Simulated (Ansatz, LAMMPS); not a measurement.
# Localised basis functions on amorphous Zn25Hg15S40 (80 atoms)

Wanted: errors and times of a linear-scaling basis for amorphous Zn25Hg15S40 (80 atoms). A setting counts as converged where the r.m.s. difference of forces stays under 1 % of the r.m.s. force.

Main program and level: Ansatz 0.2.0; Kohn-Sham DFT, PBE, PAW (set soft_2, large core), plane waves.

Most raw output is cut from this account.

## (1) The structure

The cell holds 80 atoms: 25 Zn, 15 Hg and 40 S. Its edges and angles: a = 12.129 Å, b = 12.129 Å, c = 12.129 Å, α = 90.0°, β = 90.0°, γ = 90.0°. 80 atoms (25 Zn, 15 Hg, 40 S) placed at random at 5.51 g/cm³, melted at 2500 K for 10 ps at fixed volume with the Stillinger-Weber II-VI potential (Zhou et al., Phys. Rev. B 88, 085309 (2013)). Quenched from 2500 K to 300 K at 3 K/ps and fixed volume, held 5 ps, then minimised at fixed cell.

Limits known from the start: The quench rate of 3 K/ps far exceeds what a furnace or splat quench reaches, so expect more defects and frozen-in strain than in a real sample. The starting topology of bonds comes from the classical model, and needn't be the one that DFT or experiment would give. The Brillouin zone is sampled at Γ only, in a cell whose shortest periodic width is 12 Å. No spin–orbit coupling is included, so levels derived from the heavy atoms are approximate.

## (2) How the cell was made

A classical potential supplies the starting structure, since it reaches far longer times than DFT.

This step: classical MD, Stillinger-Weber II-VI potential (Zhou et al., Phys. Rev. B 88, 085309 (2013)) (LAMMPS 22 Jul 2025 - Update 4).

Input file in.lmp:

```
# melt-quench of Zn25Hg15S40
units metal
atom_style atomic
boundary p p p
region box block 0 12.1288 0 12.1288 0 12.1288
create_box 3 box
mass 1 65.3800   # Zn
mass 2 200.5920   # Hg
mass 3 32.0600   # S
create_atoms 1 random 25 544596 NULL overlap 2.03 maxtry 2000
create_atoms 2 random 15 544603 NULL overlap 2.03 maxtry 2000
create_atoms 3 random 40 544610 NULL overlap 2.03 maxtry 2000
pair_style sw
pair_coeff * * CdTeZnSeHgS0.sw Zn Hg S
neigh_modify delay 0 every 1 check yes
thermo_style custom step time temp pe press density
thermo_modify norm yes
timestep 0.001
thermo 100
min_style cg
minimize 1e-4 1e-4 200 2000
reset_timestep 0
velocity all create 2500 544597 mom yes dist gaussian
fix lim all nve/limit 0.05
fix lan all langevin 2500 2500 0.1 544598 zero yes
thermo 500
run 1000 post no
unfix lim
unfix lan
thermo 1666
fix md all nvt temp 2500 2500 0.1
run 10000 post no
unfix md
thermo 73333
fix md all nvt temp 2500 300 0.1
run 733333 post no
unfix md
thermo 2500
fix md all nvt temp 300 300 0.1
run 5000 post no
unfix md
thermo 100
min_style cg
minimize 0 1e-3 2000 20000
write_dump all custom glass.dump id type xs ys zs modify sort id
```

The run is started by

```
$ lmp -in in.lmp -log none -nocite
```

Wall time 3.9 min (1 thread of Arm Neoverse N1, shared host); peak memory 0.071 GiB.

## (3) Plane-wave single point

This run is the reference for what follows, at a cutoff of 420 eV.

Input file input.yaml:

```yaml
crystal:
  lattice:
    - [12.1288, 0.0, 0.0]
    - [0.0, 12.1288, 0.0]
    - [0.0, 0.0, 12.1288]
  atoms:
    - { symbol: Zn, position: [0.68621, 0.85038, 0.4495] }
    - { symbol: Zn, position: [0.95222, 0.52089, 0.71397] }
    - { symbol: Zn, position: [0.68337, 0.15092, 0.5759] }
    - { symbol: Zn, position: [0.94374, 0.00756, 0.52239] }
    - { symbol: Zn, position: [0.18113, 0.16363, 0.34758] }
    - { symbol: Zn, position: [0.23047, 0.96529, 0.13483] }
    - { symbol: Zn, position: [0.61197, 0.3413, 0.32682] }
    - { symbol: Zn, position: [0.21628, 0.83556, 0.41526] }
[... 68 atom lines left out ...]
    - { symbol: S, position: [0.50625, 0.00537, 0.02435] }
    - { symbol: S, position: [0.5528, 0.32541, 0.02054] }
    - { symbol: S, position: [0.27461, 0.94202, 0.9402] }
    - { symbol: S, position: [0.26252, 0.16506, 0.16035] }
kpoints:
  mp_grid: { grid: [1, 1, 1] }
hamiltonian:
  xc: pbe
  pseudopotentials: { kind: paw, core: large }
scf:
  occupations: { method: fermi_dirac, width: 0.025 }
output:
  forces: true
  stress: true
  populations: true
  dos:
    method: { smearing: { sigma: 0.15 } }
    de: 0.1
    projected: { site_lists: { Hg: [Hg], S: [S], Zn: [Zn] } }
  eigenvalues: true
  write_density: true
  write_potential: true
  volumetric_format: npy
  elf: true
```

The run is started by

```
$ ansatz run input.yaml --threads 4 --pin off --max-ram 8192MiB --backend cpu --events-out ev --progress --plain --runs-dir out
```

Run time: 92 s. Hardware: 4 threads of Arm Neoverse N1, shared host; peak memory 2.6 GiB; 5.9 min of CPU time.

The program notes that potentials were chosen by core size.

Read from the output:

| Item | Value |
| --- | --- |
| free energy | -284209.8141 eV |
| free energy per atom | -3552.6227 eV/atom |
| SCF cycles | 20 |
| pressure | -1.662 GPa |
| r.m.s. force component | 0.3955 eV/Å |
| longest force | 1.268 eV/Å |
| Fermi energy | 6.506 eV |
| levels partly filled by over 2 per cent | 5 |
| spilling of the projection | 0.01069 |

The r.m.s. force component of 0.40 eV/Å and the pressure of -1.7 GPa set the scale for the differences below.

## (4) Support functions low

The cell is solved in localised support functions.

This step: Kohn-Sham DFT, PBE, PAW (set soft_2, large core), localised support functions (low) (Ansatz 0.2.0).

input.yaml, the sections that differ from step 3:

```yaml
scf:
  occupations: { method: fermi_dirac, width: 0.025 }
  eigensolver: { kind: { support_functions: { accuracy: low } } }
  max_iter: 150
output:
  forces: true
  eigenvalues: true
# crystal, kpoints, hamiltonian: as in step 3
```

Elapsed: 4.1 min, on 4 threads; peak memory 4 GiB.

The program notes that the band table was not solved further than the SCF left it and it switched symmetry off.

Keys that differ from the reference: support_functions.accuracy = "low" and scf.max_iter = 150.

Forces differ from the reference by 0.65 meV/Å r.m.s., 0.16 % of their size, well within a tolerance of 1 %; the energy by -1.5 meV/atom. It took 4.1 min and 14 cycles; the reference's time can't be set against it, since the two runs asked for unlike analyses.

## (5) Support functions medium

This step: Kohn-Sham DFT, PBE, PAW (set soft_2, large core), localised support functions (medium) (Ansatz 0.2.0).

input.yaml, the sections that differ from step 4:

```yaml
scf:
  occupations: { method: fermi_dirac, width: 0.025 }
  eigensolver: { kind: { support_functions: { accuracy: medium } } }
  max_iter: 150
# crystal, kpoints, hamiltonian, output: as in step 4
```

Wall time 4.6 min (4 threads); peak memory 4 GiB.

Keys that differ from the reference: support_functions.accuracy = "medium" and scf.max_iter = 150.

Forces differ from the reference by 0.62 meV/Å r.m.s., 0.16 % of their size, well within a tolerance of 1 %; the energy by -1.5 meV/atom. It took 4.6 min and 16 cycles; the reference's time can't be set against it, since the two runs asked for unlike analyses.

## (6) Support functions medium, radius 3.57 Å

The radius confines each support function; a larger one gives more freedom and more work per atom.

input.yaml, the sections that differ from step 5:

```yaml
scf:
  occupations: { method: fermi_dirac, width: 0.025 }
  eigensolver: { kind: { support_functions: { accuracy: medium, radius: 3.57 } } }
  max_iter: 150
# crystal, kpoints, hamiltonian, output: as in step 5
```

It took 3.8 s on 4 threads; peak memory 0.41 GiB; 12 s of CPU time.

The program refuses radii under 3.99 Å for these atoms at this level.

## (7) With basis.ecutwfc = "250 eV" and scf.n_extra_bands = 16

Changed here: basis.ecutwfc = "250 eV" and scf.n_extra_bands = 16.

This step: Kohn-Sham DFT, PBE, PAW (set soft_2, large core), plane waves (Ansatz 0.2.0).

input.yaml, the sections that differ from step 6:

```yaml
kpoints:
  mp_grid: { grid: [1, 1, 1], shift: [0.0, 0.0, 0.0] }
scf:
  occupations: { method: fermi_dirac, width: 0.025 }
  n_extra_bands: 16
output:
  forces: true
  stress: true
  populations: intrinsic
  dos:
    method: { smearing: { sigma: 0.15 } }
    de: 0.1
    projected: { site_lists: { Hg: [Hg], S: [S], Zn: [Zn] } }
  eigenvalues: true
basis:
  ecutwfc: "250 eV"
# crystal, hamiltonian: as in step 6
```

Elapsed: 40 s, on 4 threads; peak memory 1.3 GiB.

The program notes that the cutoff lies under the one recommended for these potentials.

Forces differ from the reference by 23 meV/Å r.m.s., 5.9 % of their size, far over a tolerance of 1 %; the energy by +519 meV/atom and the pressure by +0.57 GPa.

## (8) Cost against change

Each row is set against the plane-wave reference (Kohn-Sham DFT, PBE, PAW (set soft_2, large core), plane waves; r.m.s. force component 0.396 eV/Å). Energies are set beside the reference only for runs with its functional, potentials and electron count. Times are for 4 threads of Arm Neoverse N1, shared host. The reference's time includes the DOS, ELF, the stress and grids, which some other runs skip.

| run | Δ force, r.m.s. (meV/Å) | share of r.m.s. force (%) | Δ energy (meV/atom) | Δ pressure (GPa) | cycles | time | host memory (GiB) |
| --- | --- | --- | --- | --- | --- | --- | --- |
| reference | - | - | - | - | 20 | 92 s | 2.6 |
| support functions low | 0.651 | 0.165 | -1.51 | - | 14 | 4.1 min | 4.0 |
| support functions medium | 0.618 | 0.156 | -1.51 | - | 16 | 4.6 min | 4.0 |
| basis.ecutwfc = "250 eV" and scf.n_extra_bands = 16 | 23.4 | 5.92 | 519 | 0.571 | 19 | 40 s | 1.3 |

## (9) The reference in detail

The comparisons rest on this run, so its electronic structure is set out here.

Length of the force by element:

| element | coordination | atoms | mean length of the force (eV/Å) | spread | least | most |
| --- | --- | --- | --- | --- | --- | --- |
| Hg | all | 15 | 0.619 | 0.194 | 0.246 | 1.02 |
| S | all | 40 | 0.701 | 0.299 | 0.167 | 1.27 |
| Zn | all | 25 | 0.546 | 0.148 | 0.253 | 0.797 |

Löwdin charges by element (they lack the spilled electrons, 0.096 e an atom on average):

| element | coordination | atoms | mean charge (e) | spread | least | most |
| --- | --- | --- | --- | --- | --- | --- |
| Hg | all | 15 | 0.912 | 0.107 | 0.722 | 1.12 |
| S | all | 40 | -0.918 | 0.110 | -1.07 | -0.579 |
| Zn | all | 25 | 1.23 | 0.0355 | 1.08 | 1.26 |

States in the cell by windows of 1 eV, zero at the Fermi level; the larger projections on atomic orbitals stand beside the total:

| from (eV) | to (eV) | total | Zn d | S p | Hg d | Zn s |
| --- | --- | --- | --- | --- | --- | --- |
| -10 | -8 | 0.0 | 0.0 | 0.0 | 0.0 | 0.0 |
| -8 | -7 | 85.0 | 46.7 | 8.3 | 27.8 | 0.9 |
| -7 | -6 | 311.8 | 188.0 | 12.3 | 106.5 | 1.5 |
| -6 | -5 | 29.3 | 4.0 | 12.0 | 4.9 | 4.0 |
| -5 | -4 | 39.6 | 2.7 | 22.1 | 3.0 | 4.9 |
| -4 | -3 | 35.2 | 1.7 | 26.0 | 1.4 | 2.0 |
| -3 | -2 | 61.8 | 2.6 | 52.7 | 2.0 | 0.8 |
| -2 | -1 | 50.5 | 1.7 | 43.5 | 1.7 | 0.4 |
| -1 | 0 | 25.0 | 0.4 | 20.6 | 0.5 | 0.6 |
| 0 | 1 | 19.7 | 0.1 | 11.1 | 0.2 | 1.1 |
| 1 | 2 | 15.0 | 0.0 | 5.5 | 0.1 | 2.3 |
| 2 | 3 | 23.9 | 0.1 | 5.7 | 0.1 | 7.5 |
| 3 | 4 | 33.0 | 0.1 | 6.3 | 0.1 | 8.6 |
| 4 | 5 | 37.8 | 0.0 | 3.6 | 0.0 | 4.0 |

Between -15 and -10 eV lie 80 more states.

The levels nearest the highest filled one (over half full), pooled over k-points and spins:

| level less the highest filled one (eV) | occupation |
| --- | --- |
| -0.303 | 2 |
| -0.221 | 2 |
| -0.192 | 2 |
| -0.0592 | 1.95 |
| -0.022 | 1.79 |
| 0 | 1.56 |
| 0.0495 | 0.659 |
| 0.129 | 0.04 |
| 0.348 | 0 |
| 0.436 | 0 |
| 0.550 | 0 |
| 0.646 | 0 |

Electrostatic potential energy in the ac plane at fractional y = 0.149, with atoms of Zn and Hg and S within 0.2 Å of it. With pseudopotentials it is smooth inside the atoms' cores, unlike the true potential.

Values in eV, 13 rows by 16 columns, each cell a mean:
```
  7  -9  -6   8   8  10  10  10  11  11  10  10   9  10   9   8
  9   8   5 -17 -22   1  10  11  11  10   9   5   8   7  -4   0
  7  10   4 -28 -32  -5  10  11  10  10  -6 -26 -13   2 -25 -17
  4   6   8   3   1   8  10  11  10  10   0 -18  -4   8   4   5
  4   5   8   9   9  10  11  11  10   8  -5  -7   7  10  10   9
  9   9   9   9   4  -1   8  10  10   4 -26 -28   1   9  10  10
 10  10   9   7 -20 -28  -4  10  10   9   1  -1  -6 -17   2  10
 10   8  -6  -7  -3  -9   5   8   9  10  10   9 -15 -26  -4  10
 10   4 -25 -27   3  10   9   7  -8  -7   7   5   4   4   9  11
 10   9   1   0   5  10  10   4 -25 -25   3  -6  -2   9  11  11
 10  11   9 -14 -26  -2   4  -4   0   4   9   6   5   9  10  10
  6  10  10  -4 -16   2 -11 -30  -7  10  10  -9 -24  -2   8   3
  4   1   4  10  10  10   5  -3   6  11  10  -6 -19   1   7  -1
```
Columns run along a (12.1 Å; values clipped at the 3rd and 97th percentile), rows up along c (12.1 Å). Atoms in or near the plane, at fractional coordinates: Zn at (0.68, 0.58), Zn at (0.18, 0.35), Hg at (0.25, 0.82), S at (0.72, 0.78), S at (0.55, 0.27), S at (0.83, 0.44), S at (0.32, 0.48), S at (0.26, 0.16).

Valence density in the ac plane at fractional y = 0.149, with atoms of Zn and Hg and S within 0.2 Å of it. It is the smooth field of the valence electrons, not physical close to the nuclei.

Ten steps, logarithmic in the rise over the least value, from '0' (0 e/Å³) to '9' (21 e/Å³), each cell a mean:
```
1233332100000000000000001111000011
1123322111000000000000000000000000
1111112344310000000000011100011221
1000114566531000000001223221123442
1000014566531000000001333332234543
1110012444321000000001332332123332
2221101111100000000001233321111111
2222100000000000000001122210000001
1221100000000000000001343110000001
0111100001110000000013797310000000
0000000012332100000013797311100000
0000000123333310000001233223321100
0000000123323310000000011233333100
0000112223333210000000001233233100
0001256522221111111100000133332100
0001389731000001123321101112211000
0001256421000001233332212211000000
0000012221100001233333222221000000
0000011233321001233332111210000000
0000012333332112222211011111000000
0000012333332246631000012332210011
1100001233221258741000023333311122
2111111111100124321000023333321223
2223321000000001100000012332211122
```
Columns run along a (12.1 Å), rows up along c (12.1 Å). Atoms in or near the plane, at fractional coordinates: Zn at (0.68, 0.58), Zn at (0.18, 0.35), Hg at (0.25, 0.82), S at (0.72, 0.78), S at (0.55, 0.27), S at (0.83, 0.44), S at (0.32, 0.48), S at (0.26, 0.16).

Mean Löwdin charges: Hg +0.91, S -0.92, Zn +1.23 e (they miss 1.1 % of the electrons, so they add up to more than the cell's charge). Within 0.4 eV of the Fermi level the largest share is S p (83 % of the projected weight).

## (10) Local order

These statistics describe the geometry on which the runs were made.

Density 5.51 g/cm³, 22.30 Å³ an atom.

Pair distribution functions g(r), in bins of 0.2 Å:

| r (Å) | total | S-S | S-Zn | S-Hg | Zn-Zn | Zn-Hg | Hg-Hg |
| --- | --- | --- | --- | --- | --- | --- | --- |
| 2.30 | 1.30 | 0.00 | 4.17 | 0.00 | 0.00 | 0.00 | 0.00 |
| 2.50 | 2.68 | 0.00 | 7.36 | 1.98 | 0.00 | 0.00 | 0.00 |
| 2.70 | 1.10 | 0.00 | 0.50 | 5.05 | 0.00 | 0.00 | 0.00 |
| 2.90 | 0.50 | 0.61 | 0.17 | 1.56 | 0.00 | 0.00 | 0.00 |
| 3.10 | 0.44 | 0.45 | 0.15 | 1.00 | 0.47 | 0.38 | 0.00 |
| 3.30 | 0.43 | 0.58 | 0.00 | 0.22 | 0.00 | 1.35 | 2.30 |
| 3.50 | 0.86 | 1.29 | 0.00 | 0.29 | 1.26 | 1.99 | 3.69 |
| 3.70 | 1.57 | 2.73 | 0.67 | 0.60 | 3.78 | 1.52 | 0.47 |
| 3.90 | 1.58 | 1.92 | 0.80 | 0.78 | 3.29 | 2.62 | 2.10 |
| 4.10 | 1.85 | 2.82 | 0.79 | 1.46 | 3.38 | 2.16 | 1.12 |
| 4.30 | 0.98 | 1.12 | 0.76 | 1.03 | 1.11 | 1.23 | 0.69 |
| 4.50 | 1.02 | 1.10 | 1.48 | 0.82 | 0.34 | 0.37 | 1.58 |
| 4.70 | 0.83 | 0.52 | 1.19 | 1.03 | 0.21 | 0.85 | 0.57 |
| 4.90 | 0.69 | 0.41 | 1.30 | 0.59 | 0.29 | 0.23 | 0.52 |
| 5.10 | 0.68 | 0.68 | 0.79 | 0.82 | 0.09 | 0.65 | 0.74 |
| 5.30 | 0.69 | 0.57 | 0.83 | 0.64 | 0.41 | 0.67 | 1.54 |
| 5.50 | 0.73 | 0.53 | 0.73 | 0.94 | 0.45 | 1.06 | 0.61 |
| 5.70 | 0.94 | 0.44 | 1.35 | 1.27 | 0.70 | 0.70 | 0.59 |
| 5.90 | 1.21 | 0.69 | 1.57 | 1.79 | 0.84 | 1.03 | 0.36 |

Bonds by pair of elements; cutoffs follow the first minimum of g(r), held within bounds set by covalent radii, and pairs that aren't listed don't count as bonded:

| pair A-B | cutoff (Å) | bonds | mean length (Å) | spread (Å) | shortest (Å) | B about A | A about B |
| --- | --- | --- | --- | --- | --- | --- | --- |
| S-Zn | 3.02 | 103 | 2.45 | 0.1 | 2.34 | 2.58 | 4.12 |
| S-Hg | 3.15 | 60 | 2.75 | 0.165 | 2.50 | 1.5 | 4 |

The cutoff for S-Hg falls short of the minimum of g(r), so counts run low and odd coordinations can be artefacts.

How many atoms have how many bonded neighbours:

| element | mean | 3 | 4 | 5 | 6 |
| --- | --- | --- | --- | --- | --- |
| Hg | 4 | 3 | 9 | 3 | 0 |
| S | 4.08 | 9 | 21 | 8 | 2 |
| Zn | 4.12 | 0 | 22 | 3 | 0 |

Rings of the network by King's shortest-path rule, up to 12 atoms, one path for each pair of neighbours; H, halogens, alkali and alkaline-earth atoms are left out, and the last column divides by all other atoms, bonded or not:

| ring size (atoms) | rings | per network atom |
| --- | --- | --- |
| 4 | 23 | 0.288 |
| 6 | 142 | 1.77 |
| 8 | 35 | 0.438 |
| 10 | 1 | 0.012 |

First main peaks of g(r), for some of the pairs, lie near 2.4 Å (S-Zn), 2.7 Å (S-Hg) and 3.4 Å (Hg-Hg). Rings of 6 atoms are the most common (71 % of those counted); sizes run from 4 to 10.

Local excerpt of 15 atoms (numbers count through the whole input) about S44, which bears the longest force; x, y, z are measured from there.

| atom | x | y | z | distance (Å) | bonds | Löwdin charge (e) | Fx | Fy | Fz (eV/Å) |
| --- | --- | --- | --- | --- | --- | --- | --- | --- | --- |
| S44 | 0.00 | 0.00 | 0.00 | 0.00 | 3 | -0.86 | -1.04 | -0.61 | 0.38 |
| Zn22 | 1.23 | -0.75 | 1.95 | 2.42 | 4 | 1.24 | -0.08 | 0.15 | -0.66 |
| Zn7 | -2.24 | -0.59 | 0.81 | 2.46 | 4 | 1.22 | 0.58 | -0.06 | -0.23 |
| Hg37 | -0.38 | -0.63 | -2.53 | 2.63 | 4 | 1.07 | 0.44 | 0.19 | 0.44 |
| S46 | 0.35 | 2.97 | 0.05 | 3.00 | 3 | -0.80 | -0.14 | 1.05 | -0.26 |
| S76 | 2.92 | 0.87 | -1.03 | 3.21 | 3 | -0.75 | 0.99 | 0.35 | -0.65 |
| S48 | 0.92 | 1.28 | 3.31 | 3.67 | 4 | -1.05 | 0.11 | -0.08 | 0.37 |
| S60 | 0.35 | -3.00 | 2.17 | 3.72 | 4 | -1.03 | 0.24 | -0.10 | 0.25 |
| Hg36 | -2.25 | 2.98 | 0.35 | 3.75 | 4 | 0.92 | 0.51 | -0.44 | -0.21 |
| Zn12 | -0.78 | -3.71 | 0.08 | 3.79 | 4 | 1.26 | -0.30 | 0.35 | -0.26 |
| S63 | -0.39 | -3.18 | -2.25 | 3.91 | 4 | -0.90 | 0.74 | -0.30 | 0.35 |
| S57 | -3.91 | 0.94 | 0.05 | 4.02 | 5 | -0.87 | -0.36 | 0.26 | -1.18 |
| S41 | 3.59 | -0.65 | 1.69 | 4.02 | 5 | -0.95 | -0.29 | -0.42 | 0.63 |
| S55 | -2.95 | -2.76 | 0.19 | 4.04 | 4 | -1.07 | -0.09 | 0.04 | 0.33 |
| S67 | -2.38 | -0.82 | 3.18 | 4.05 | 4 | -1.06 | -0.01 | 0.23 | 0.21 |

The column of bonds counts only the pairs S-Zn within 3.02 Å, S-Hg within 3.15 Å; other neighbours, such as metal atoms beside each other in a compound, aren't counted, and periodic images can show an atom twice.

## (11) What came out

```
free energy per atom        : -3552.6227 eV/atom
pressure                    : -1.662 GPa
r.m.s. force component      : 0.3955 eV/Å
wall time of the 4 DFT runs : 11 min
```

In words: Against plane waves at 420 eV, the forces differ by 0.62 meV/Å (0.16 %) with support functions medium. At 80 atoms the fastest of the runs at a preset level, support functions low, takes roughly 2.7 times the time of plane waves (whose run also made extra analyses, so the like-for-like ratio is larger), in 14 SCF cycles against 20. Differences between support functions and plane waves include what basis error the plane-wave run still has.

Counting bands leaves a spacing of only 0.050 eV (at Γ alone), which the smearing bridges: 5 levels are partly filled by over 2 %, so a gap, if any, is small at this level.

What to keep in mind: The geometry was minimised with a classical potential after classical dynamics and isn't relaxed at this level: its force components are 0.40 eV/Å r.m.s. The pressure of -1.7 GPa belongs to a cell and atoms that aren't relaxed at this level.

[Logs are printed without paths, hosts, clocks, repeated set-up lines and the standing remarks that a program may print on its own settings, such as how far it seeks lower states.]

[Hosts, paths, dates, database ids (printed as entryN), source tags and the programs' standing remarks are cut or masked in the printed files.]
